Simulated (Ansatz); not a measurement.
## NaSnF3 (model cell, started as cubic perovskite with Sn in the octahedra): a soft mode frozen in

Aim: this structure of NaSnF3 (model cell, started as cubic perovskite with Sn in the octahedra) is to be tested for unstable modes, and one is followed downhill.

Method: DFT LDA, scalar-relativistic, plane waves, PAW; PAW set soft_1, in Ansatz 0.2.0.

The structure was built from a prototype and need not be the compound's stable phase.

**1. Starting point**

It takes space group Pm-3m (No. 221, cubic). Conventional cell: a = 4.550 Å, b = 4.550 Å, c = 4.550 Å, α = 90.00°, β = 90.00°, γ = 90.00°. Na has 12 F at 3.22 Å nearest. Nearest to Sn lie 6 F at 2.27 Å. Nearest to F lie 2 Sn at 2.27 Å. Farther neighbours and most contacts between anions are not listed.

**2. Phonons on a q mesh**

The cell comes from relaxations at this level that are not shown. Stability and thermal properties need the whole zone. Linear response on a 2×2×2 q mesh gives force constants as far as a supercell of that size would, and the tensors from the zone-centre run are typed in so that the long-range dipole term is interpolated apart.

input.yaml

```yaml
crystal:
  lattice:
    - [4.549909941, 0.0, 0.0]
    - [0.0, 4.549909941, 0.0]
    - [0.0, 0.0, 4.549909941]
  atoms:
    - { symbol: Na, position: [0.0, 0.0, 0.0] }
    - { symbol: Sn, position: [0.5, 0.5, 0.5] }
    - { symbol: F, position: [0.5, 0.5, 0.0] }
    - { symbol: F, position: [0.5, 0.0, 0.5] }
    - { symbol: F, position: [0.0, 0.5, 0.5] }
kpoints:
  mp_grid: { grid: [12, 12, 12] }
hamiltonian:
  xc: lda
  pseudopotentials: { kind: paw, azcp: { folder: soft_1 }, xc_functional: pbe }
scf:
  occupations: { method: fixed }
output:
  eigenvalues: true
phonons:
  method: dfpt
  qmesh: [2, 2, 2]
  temperatures: { t_max: 1000, t_step: 50 }
  qpath:
    path:
      - [[0.0, 0.0, 0.0], [0.0, 0.5, 0.0], [0.5, 0.5, 0.0], [0.0, 0.0, 0.0], [0.5, 0.5, 0.5], [0.0, 0.5, 0.0]]
      - [[0.5, 0.5, 0.5], [0.5, 0.5, 0.0]]
    npoints: 10
  non_analytic_term:
    high_frequency_dielectric_tensor: [[4.0829, 0.0, 0.0], [0.0, 4.0829, 0.0], [0.0, 0.0, 4.0829]]
    born_effective_charges:
      - { species: Na, tensor: [[1.2732, 0.0, 0.0], [0.0, 1.2732, 0.0], [0.0, 0.0, 1.2732]] }
      - { species: Sn, tensor: [[3.4305, 0.0, 0.0], [0.0, 3.4305, 0.0], [0.0, 0.0, 3.4305]] }
      - { species: F, tensor: [[-0.2891, 0.0, 0.0], [0.0, -0.2891, 0.0], [0.0, 0.0, -4.1255]] }
      - { species: F, tensor: [[-0.2891, 0.0, 0.0], [0.0, -4.1255, 0.0], [0.0, 0.0, -0.2891]] }
      - { species: F, tensor: [[-4.1255, 0.0, 0.0], [0.0, -0.2891, 0.0], [0.0, 0.0, -0.2891]] }
    source: "zone-centre run at this cell"
```

On the command line:

```
$ ansatz run input.yaml --threads 4 --pin off --max-ram 16384MiB --backend cpu --events-out ev --progress --plain --runs-dir out
```

Numbers of over 12 decimals in the logs are rounded to 6 here.

What it wrote:

```text
Engine: ansatz 0.2.0, aarch64-unknown-linux-gnu
Pseudopotentials: kind: paw
Pseudopotential: Na, paw, valence charge 9, recommended cutoff 420 eV (normal), soft_1/Na.paw.azcp
Pseudopotential: Sn, paw, valence charge 14, recommended cutoff 420 eV (normal), soft_1/Sn.paw.azcp
Pseudopotential: F, paw, valence charge 7, recommended cutoff 420 eV (normal), soft_1/F.paw.azcp
Functional definition: SPW92
  exchange = slater_x
  correlation = pw_c
Crystal: 5 atoms, lattice volume = 94.191 Å³
Basis set: ecut = 420 eV, 1839 PW (Γ), exchange–correlation on 64×64×64 points (8 copies of the dense FFT grid, shifted against one another)
Bands: 27, of which v1, the nominal top of the filled ones, is band 22 counted from 1 (21 counted from 0)
Symmetry: 48 space group operations
k-points: 84 of 1728
Non-local potential: Na, projectors of the file, l = 0: 3, l = 1: 2, l = 2: 1
Non-local potential: Sn, projectors of the file, l = 0: 2, l = 1: 2, l = 2: 2, l = 3: 1
Non-local potential: F, projectors of the file, l = 0: 2, l = 1: 2, l = 2: 1
PAW form: soft (Blöchl's): semilocal exchange-correlation on the pseudo side does not see the compensation charge
PAW frozen core: Na, regenerated for the run's functional, and the local potential with it (the file was generated under x = pbe(κ = 0.804, μ = 0.219515), c = pbe(β = 0.066725))
PAW frozen core: Sn, regenerated for the run's functional, and the local potential with it (the file was generated under x = pbe(κ = 0.804, μ = 0.219515), c = pbe(β = 0.066725))
PAW frozen core: F, regenerated for the run's functional, and the local potential with it (the file was generated under x = pbe(κ = 0.804, μ = 0.219515), c = pbe(β = 0.066725))
PAW one-centre angular grid: Na, 110 points (default); XC on 64 Gauss nodes
PAW one-centre angular grid: Sn, 590 points (default); XC on 64 Gauss nodes
PAW one-centre angular grid: F, 110 points (default); XC on 64 Gauss nodes
Initial density: superposition of atomic densities (chi_scale 0.1, normalization cell, long waves kept (reshape's long-wave potential 0.04 eV rms))
Initial wavefunctions: pseudopotential atomic-orbital guess
Functional: x = slater, c = lda
SCF iter   1: F=—  HF=-9734.843057 eV  |F-HF|=—  |Δ(HF+E_count)|=         —  Δρ=1.44e-1  dr2=1.59e1  ethr=3.10e-3  ⟨swp⟩=4.3  Hψ=9029  notcnv=0  defer=224
preconditioner: auto → Resta (q_TF=auto, 2.403 Å⁻¹)  ε∞=5.6  [insulator: Δε(μ)=0.011 eV  Ē_g=7.984 eV  n_scr=26 (ndim 8)  ℏωp=17.1 eV  f_vac=0.072  ε∞_Penn≈5.6]
SCF iter   2: F=—  HF=-9730.531059 eV  |F-HF|=—  |Δ(HF+E_count)|=    4.31e0  Δρ=5.58e-2  dr2=1.98e0  ethr=3.10e-3  ⟨swp⟩=3.1  Hψ=5782  notcnv=0  defer=197
SCF iter   3: F=—  HF=-9730.041442 eV  |F-HF|=—  |Δ(HF+E_count)|=   4.90e-1  Δρ=2.00e-2  dr2=5.33e-1  ethr=3.10e-3  ⟨swp⟩=2.0  Hψ=3930  notcnv=0  defer=145
SCF iter   4: F=—  HF=-9729.822917 eV  |F-HF|=—  |Δ(HF+E_count)|=   2.19e-1  Δρ=5.50e-3  dr2=5.63e-2  ethr=1.21e-3  ⟨swp⟩=2.6  Hψ=4180  notcnv=0  defer=241
SCF iter   5: F=—  HF=-9729.799384 eV  |F-HF|=—  |Δ(HF+E_count)|=   2.35e-2  Δρ=1.69e-3  dr2=3.33e-3  ethr=1.28e-4  ⟨swp⟩=3.0  Hψ=5038  notcnv=0  defer=244
SCF iter   6: F=—  HF=-9729.800128 eV  |F-HF|=—  |Δ(HF+E_count)|=   7.44e-4  Δρ=4.64e-4  dr2=1.72e-4  ethr=7.57e-6  ⟨swp⟩=2.4  Hψ=3283  notcnv=0  defer=245
SCF iter   7: F=—  HF=-9729.800167 eV  |F-HF|=—  |Δ(HF+E_count)|=   3.86e-5  Δρ=1.13e-4  dr2=1.24e-5  ethr=3.92e-7  ⟨swp⟩=2.0  Hψ=4165  notcnv=0  defer=241
SCF iter   8: F=—  HF=-9729.800172 eV  |F-HF|=—  |Δ(HF+E_count)|=   5.52e-6  Δρ=4.21e-5  dr2=2.19e-6  ethr=2.82e-8  ⟨swp⟩=2.0  Hψ=4000  notcnv=0  defer=91
SCF iter   9: F=—  HF=-9729.800172 eV  |F-HF|=—  |Δ(HF+E_count)|=   4.34e-7  Δρ=9.55e-6  dr2=1.52e-7  ethr=4.97e-9  ⟨swp⟩=2.0  Hψ=3437  notcnv=0  defer=87
SCF iter  10: F=—  HF=-9729.800172 eV  |F-HF|=—  |Δ(HF+E_count)|=   3.62e-8  Δρ=3.12e-6  dr2=8.46e-9  ethr=3.46e-10  ⟨swp⟩=3.0  Hψ=4464  notcnv=0  defer=87
SCF iter  11: F=—  HF=-9729.800172 eV  |F-HF|=—  |Δ(HF+E_count)|=   5.23e-9  Δρ=2.41e-6  dr2=3.44e-9  ethr=1.92e-11  ⟨swp⟩=2.0  Hψ=3697  notcnv=0  defer=87
SCF iter  12: F=—  HF=-9729.800172 eV  |F-HF|=—  |Δ(HF+E_count)|=  4.97e-10  Δρ=2.60e-7  dr2=5.57e-11  ethr=7.83e-12  ⟨swp⟩=2.0  Hψ=2959  notcnv=0  defer=87
SCF iter  13: F=-9729.800172 eV  HF=-9729.800172 eV  |F-HF|=0.00e0  |Δ(HF+E_count)|=  5.82e-11  Δρ=5.03e-8  dr2=1.61e-12  ethr=1.00e-12  ⟨swp⟩=13.0  Hψ=13231  notcnv=0
SCF 1 converged in 13 iterations: F = -9729.800172 eV  dr2 = 1.61e-12
  greatest PAW one-centre occupation: 0.999 electrons in one spin orbital (limit 2), on the Na atom at site 0 (counted from 0), in its partial waves of l = 0
NSCF: frozen V_eff on 84 k-points
NSCF: frozen V_eff on 343 k-points
DFPT response loops at q = (0, 0, 0) (fractional): preconditioner auto → none (the input reference at scf.mixing.eps_inf says where Resta's filter doesn't serve); β = 0.50; Broyden in place of MSR1
NSCF: frozen V_eff on 686 k-points
DFPT response loops at q = (0, 0, -0.5) (fractional): mixed as the last ones told, above
NSCF: frozen V_eff on 686 k-points
DFPT response loops at q = (0, -0.5, -0.5) (fractional): mixed as the last ones told, above
NSCF: frozen V_eff on 686 k-points
DFPT response loops at q = (-0.5, -0.5, -0.5) (fractional): mixed as the last ones told, above
SCF converged after 13 iterations
Free energy (F): -9729.800172 eV
Harris-Foulkes:  -9729.800172 eV  (|F-HF|=0.00e0)
Internal energy: -9729.800172 eV  (E = F + TS)
E sigma→0 (E₀):  -9729.800172 eV
Fermi energy:    5.735087 eV
--- Per-component energies (eV) ---
  E_band       = -513.096714
  E_kinetic    = 868.950391
  E_local      = -4791.218673  (includes V_loc(G=0)·N_el)
  E_nonlocal   = 695.984792
  E_hartree    = 1887.266340
  E_xc         = -387.277534
  E_vxc        = -420.823956  (∫ρ·V_xc dr)
  E_paw        = -5072.263814  (= ΣΔE_a)
  E_vpaw       = -640.524476  (= ΣTr[D̂ρ^β])
  E_aug_tail   = 0.002497  (compensation charges beyond the density's cutoff)
  E_ewald      = -2932.149706
  E_core_change = 0.905536  (= ΣΔE_core)
  E_smearing   = -0.000000  (= −TS)
  E_closure    = 0.000000  (closes the sum)
  Σ components = -9729.800172   (vs F -9729.800172, Δ=0.00e0)
--- Band table (eV; the first three rows and the last of 84) ---
  k-point 0: bands = [... 18 lower, -0.3025, -0.3025, -0.3025, -0.0703, 6.1678, 10.3164, 10.3164, 10.3164, ... 1 higher]
  k-point 1: bands = [... 18 lower, -0.3087, -0.3069, -0.3069, 0.2783, 6.2146, 10.0334, 10.3186, 10.3186, ... 1 higher]
  k-point 2: bands = [... 18 lower, -0.3250, -0.3155, -0.3155, 0.8530, 6.3362, 9.5246, 10.3254, 10.3254, ... 1 higher]
  k-point 83: bands = [... 18 lower, 0.0624, 0.0624, 0.0624, 5.7351, 7.2550, 7.2550, 7.2550, 8.1187, ... 1 higher]
--- Phonons (Γ-DFPT): 4 representative perturbations + reference (Σ response iterations 12) ---
  ASR residual: 4.542e-5 → 0.000e0 eV/Å²; symmetrization residual: 5.996e-6 eV/Å²
  ASR residual per site (eV/Å²): 4.54e-5 1.80e-5 2.79e-5 2.79e-5 2.79e-5
  Γ frequencies (cm⁻¹): -192.85 -192.85 -192.85 -99.82 -99.82 -99.82 -95.00 -95.00 -95.00 0.00 0.00 0.00 155.83 155.83 155.83
--- Phonons (arbitrary-q DFPT): 4 irreducible q on the 2×2×2 mesh ---
  q = [0.0000, 0.0000, 0.0000] (star 1, of the zone-centre solve; hermiticity 3.00e-6, symmetrization 3.71e-12): -192.85 -192.85 -192.85 -99.82 -99.82 -99.82 -95.00 -95.00 -95.00 -0.00 -0.00 0.00 155.83 155.83 155.83
  q = [0.0000, 0.0000, -0.5000] (star 3, 9 solved perturbations in 2646 linear systems a pass and spin channel, the states on 343 of 1728 k-point pairs; hermiticity 5.34e-7, symmetrization 2.68e-8): -164.33 -164.33 -124.55 -124.55 -94.54 -85.15 -54.85 -54.85 45.03 45.03 81.23 134.17 134.17 190.41 394.59
  q = [0.0000, -0.5000, -0.5000] (star 3, 9 solved perturbations in 2646 linear systems a pass and spin channel, the states on 343 of 1728 k-point pairs; hermiticity 4.16e-7, symmetrization 4.20e-9): -137.76 -137.76 -127.15 -115.32 -86.96 -79.86 -79.86 51.31 51.31 109.18 118.18 190.56 190.56 336.32 391.29
  q = [-0.5000, -0.5000, -0.5000] (star 1, 4 solved perturbations in 931 linear systems a pass and spin channel, the states on 343 of 1728 k-point pairs; hermiticity 7.51e-8, symmetrization 9.47e-10): -132.55 -132.55 -132.55 -127.63 -127.63 -127.63 150.06 150.06 150.06 167.24 167.24 167.24 336.14 336.14 377.56
  sum rule: each row above includes the acoustic sum rule's correction from the zone centre's row sums; it moved no ω² by more than (0.73 cm⁻¹)²
  mesh force constants: q→R imaginary residual 7.94e-18; ASR residual 4.542e-5 → 0.000e0 eV/Å²; symmetrization residual 7.105e-15 eV/Å²
  interpolated dispersion: 63 rows × 15 modes
  density of states and harmonic sums: on the 14×14×14 q-mesh, interpolated from the force constants of a 2×2×2 supercell (with the dipole–dipole term of supplied tensors)
  largest difference from the sums on the solved wave vectors: F 1.68e-1 eV, S 2.45e-4 and C_V 7.75e-5 eV/K
  zero-point energy: 0.082040 eV/cell   skipped modes (ω ≤ 0): 846, of them read as no rigid motion or as one in doubt: 843 (6.974e0 modes/cell left out, lowest -192.85 cm⁻¹)   left out of the sums: 4.65e-1 of the cell's modes: C_V's classical limit lies that fraction below 3 k_B per atom; for a crystal, a wire or a layer, F and S can be off by more, and a phonons.interpolated_qmesh denser along its periods is the remedy for the sampling
```

Elapsed: 6.3 min, on 4 threads of Arm Neoverse V2, shared host; peak memory 2.1 GiB; 25 min of CPU time.

Numbers from this step:

```yaml
gap_on_the_k_mesh: 0.4327 eV
volume_per_atom: 18.84 Å³
sum_rule_residual_before_enforcement: 4.54e-5 eV/Å²
lowest_frequency_on_the_path: -192.9 cm⁻¹
point_group: m-3m
highest_frequency_on_the_path_or_at_a_solved_wavevector: 394.6 cm⁻¹
highest_optical_mode_at_the_zone_centre_no_lo_to_term: 155.8 cm⁻¹
lowest_optical_zone_centre_mode: -192.8 cm⁻¹
lowest_mode_on_the_q_mesh_acoustic_modes_at_gamma_apart: -192.8 cm⁻¹
```

Frequencies (cm⁻¹) solved at each irreducible wavevector; negative means imaginary. Frequencies by wavevector, by row:

| q in reciprocal lattice units | star | mode 1 | mode 2 | mode 3 | mode 4 | mode 13 | mode 14 | mode 15 |
| --- | --- | --- | --- | --- | --- | --- | --- | --- |
| 0 0 0 | 1 | -192.8 | -192.8 | -192.8 | -99.8 | 155.8 | 155.8 | 155.8 |
| 0 0 -0.5 | 3 | -164.3 | -164.3 | -124.5 | -124.5 | 134.2 | 190.4 | 394.6 |
| 0 -0.5 -0.5 | 3 | -137.8 | -137.8 | -127.2 | -115.3 | 190.6 | 336.3 | 391.3 |
| -0.5 -0.5 -0.5 | 1 | -132.6 | -132.6 | -132.6 | -127.6 | 336.1 | 336.1 | 377.6 |

Interpolated from a 2×2×2 q mesh, with the LO-TO term (at Γ the limit along the path; where Γ stands inside the path, tables give the limit on arrival). Phonon branches along the path, in cm⁻¹:

| point | branch 1 | branch 2 | branch 3 | branch 4 | branch 12 | branch 13 | branch 14 | branch 15 |
| --- | --- | --- | --- | --- | --- | --- | --- | --- |
| Γ | -193 | -193 | -178 | -100 | 80 | 156 | 156 | 375 |
| halfway | -181 | -181 | -137 | -109 | 136 | 148 | 148 | 385 |
| X | -164 | -164 | -125 | -125 | 134 | 134 | 190 | 395 |
| halfway | -146 | -135 | -126 | -114 | 143 | 190 | 250 | 387 |
| M | -138 | -138 | -127 | -115 | 191 | 191 | 336 | 391 |
| halfway | -167 | -149 | -110 | -110 | 140 | 148 | 222 | 366 |
| Γ | -193 | -193 | -178 | -100 | 80 | 156 | 156 | 375 |
| halfway | -141 | -141 | -116 | -106 | 144 | 226 | 226 | 350 |
| R | -132 | -132 | -132 | -128 | 167 | 336 | 336 | 378 |
| halfway | -131 | -127 | -123 | -121 | 186 | 230 | 260 | 378 |
| X | -164 | -164 | -125 | -125 | 134 | 134 | 190 | 395 |
| jump to R | -132 | -132 | -132 | -128 | 167 | 336 | 336 | 378 |
| halfway | -134 | -134 | -127 | -116 | 183 | 239 | 336 | 381 |
| M | -138 | -138 | -127 | -115 | 191 | 191 | 336 | 391 |

Symmetry leaves 4 wavevectors to solve. The lowest mode among them, the acoustic zeros apart, lies at Γ and is imaginary, 192.8i cm⁻¹, so the energy falls along it.

**3. The mode frozen in, largest atomic shift 0 Å**

The mode followed lies at Γ with frequency 192.9i cm⁻¹ and is 3-fold degenerate, the softest among the wavevectors solved. At small amplitude the distorted cell has space group no. 160 by a symmetry search on the positions. The undistorted cell that holds it gives the zero of energy on the same k mesh.

input.yaml, the sections that differ from step 2:

```yaml
scf:
  occupations: { method: gaussian, width: 0.02 }
output:
  forces: true
  stress: true
  eigenvalues: true
# crystal, kpoints, hamiltonian: as in step 2
# phonons: removed
```

What it wrote:

```text
[...]
Crystal: 5 atoms, lattice volume = 94.191 Å³
Basis set: ecut = 420 eV, 1839 PW (Γ)
Bands: 27, of which v1, the nominal top of the filled ones, is band 22 counted from 1 (21 counted from 0)
Symmetry: 48 space group operations
[...]
k-points: 84 of 1728
[...]
--- Band table (eV; the first three rows and the last of 84) ---
  k-point 0: bands = [... 18 lower, -0.3025, -0.3025, -0.3025, -0.0702, 6.1678, 10.3164, 10.3164, 10.3164]
  k-point 1: bands = [... 18 lower, -0.3087, -0.3069, -0.3069, 0.2783, 6.2147, 10.0334, 10.3186, 10.3186]
  k-point 2: bands = [... 18 lower, -0.3250, -0.3155, -0.3155, 0.8530, 6.3362, 9.5247, 10.3254, 10.3254]
  k-point 83: bands = [... 18 lower, 0.0624, 0.0624, 0.0624, 5.7351, 7.2551, 7.2551, 7.2551, 8.1186]
[key lines of the parts left out:]
SCF converged after 10 iterations
Free energy (F): -9729.800169 eV
Fermi energy:    5.951463 eV
P = ⅓ Tr σ = -0.0074 GPa (-0.074 kbar)
```

The job ended after 3.5 s (4 threads; peak memory 0.45 GiB; 13 s of CPU time).

This step gave:

* pressure: -0.007401 GPa
* energy from the undistorted cell: 0 meV/atom

At this level the gap is 0.43 eV on the k-mesh of the self-consistent run, which can miss the band edges.

**4. The mode frozen in, largest atomic shift 0.32 Å**

The atoms are moved along the unstable eigenvector, the largest shift by 0.32 Å, with the cell fixed.

input.yaml, the sections that differ from step 3:

```yaml
crystal:
  lattice:
    - [4.549909941, 0.0, 0.0]
    - [0.0, 4.549909941, 0.0]
    - [0.0, 0.0, 4.549909941]
  atoms:
    - { symbol: Na, position: [0.017879233, -0.017879233, -0.017879233] }
    - { symbol: Sn, position: [0.50132456, 0.49867544, 0.49867544] }
    - { symbol: F, position: [0.4621958859, 0.5378041141, -0.0456963483] }
    - { symbol: F, position: [0.4621958859, -0.0456963483, 0.5378041141] }
    - { symbol: F, position: [0.0456963483, 0.5378041141, 0.5378041141] }
# kpoints, hamiltonian, scf, output: as in step 3
```

What it wrote:

```text
[...]
Crystal: 5 atoms, lattice volume = 94.191 Å³
Basis set: ecut = 420 eV, 1839 PW (Γ)
Bands: 27, of which v1, the nominal top of the filled ones, is band 22 counted from 1 (21 counted from 0)
Symmetry: 6 space group operations
[...]
k-points: 189 of 1728 (time reversal used)
[...]
--- Band table (eV; the first three rows and the last of 189) ---
  k-point 0: bands = [... 18 lower, -0.2016, -0.1858, -0.1858, 0.6891, 6.4488, 9.8000, 9.8000, 10.4843]
  k-point 1: bands = [... 18 lower, -0.2360, -0.2001, -0.1820, 0.8360, 6.4745, 9.6349, 9.8050, 10.4469]
  k-point 2: bands = [... 18 lower, -0.3176, -0.1981, -0.1724, 1.1984, 6.5296, 9.2810, 9.8179, 10.4271]
  k-point 188: bands = [... 18 lower, -0.0040, -0.0040, 0.1191, 4.3928, 7.2218, 7.2218, 8.0983, 8.8557]
[key lines of the parts left out:]
SCF converged after 10 iterations
Free energy (F): -9729.989892 eV
Fermi energy:    5.285923 eV
P = ⅓ Tr σ = 0.4175 GPa (4.175 kbar)
```

It took 13 s on 4 threads; peak memory 0.6 GiB.

This step gave:

```
pressure                         : 0.4175 GPa
gap on the k-mesh                : 1.786 eV
energy from the undistorted cell : -37.95 meV/atom
```

The energy, extrapolated to zero smearing, is -37.95 meV/atom against the undistorted cell.

The run ends at a pressure of 0.42 GPa, with forces up to 0.49 eV/Å.

**5. Energy along the mode, all amplitudes (two of the runs are shown above)**

An imaginary frequency means negative curvature, so the energy should fall and then rise again as anharmonic terms take over.

Numbers from this step:

```yaml
depth_at_the_lowest_point_sampled: 37.95 meV/atom
largest_atomic_shift_at_that_point: 0.32 Å
```

The energy from the parent by largest atomic shift:

| largest atomic shift (Å) | energy from the parent (meV/atom) |
| --- | --- |
| 0.000 | 0 |
| 0.040 | -1.33 |
| 0.080 | -5.13 |
| 0.140 | -14.2 |
| 0.220 | -28.3 |
| 0.320 | -37.9 |
| 0.450 | -9.63 |
| 0.600 | 144 |

Displacement at unit largest shift by atom:

| atom | x (Å) | y (Å) | z (Å) | size |
| --- | --- | --- | --- | --- |
| Na1 | 0.25 | -0.25 | -0.25 | 0.44 |
| Sn2 | 0.02 | -0.02 | -0.02 | 0.03 |
| F3 | -0.54 | 0.54 | -0.65 | 1.00 |
| F4 | -0.54 | -0.65 | 0.54 | 1.00 |
| F5 | 0.65 | 0.54 | 0.54 | 1.00 |

The lowest of the steps tried is at 0.32 Å, 37.9 meV/atom below the parent; the bottom of the well need not coincide with a step.

[end of part 1 of 3]

[Logs are printed without paths, hosts, clocks, repeated set-up lines and the standing remarks that a program may print on its own settings, such as how far it seeks lower states.]

[Hosts, paths, dates, database ids (printed as entryN), source tags and the programs' standing remarks are cut or masked in the printed files.]
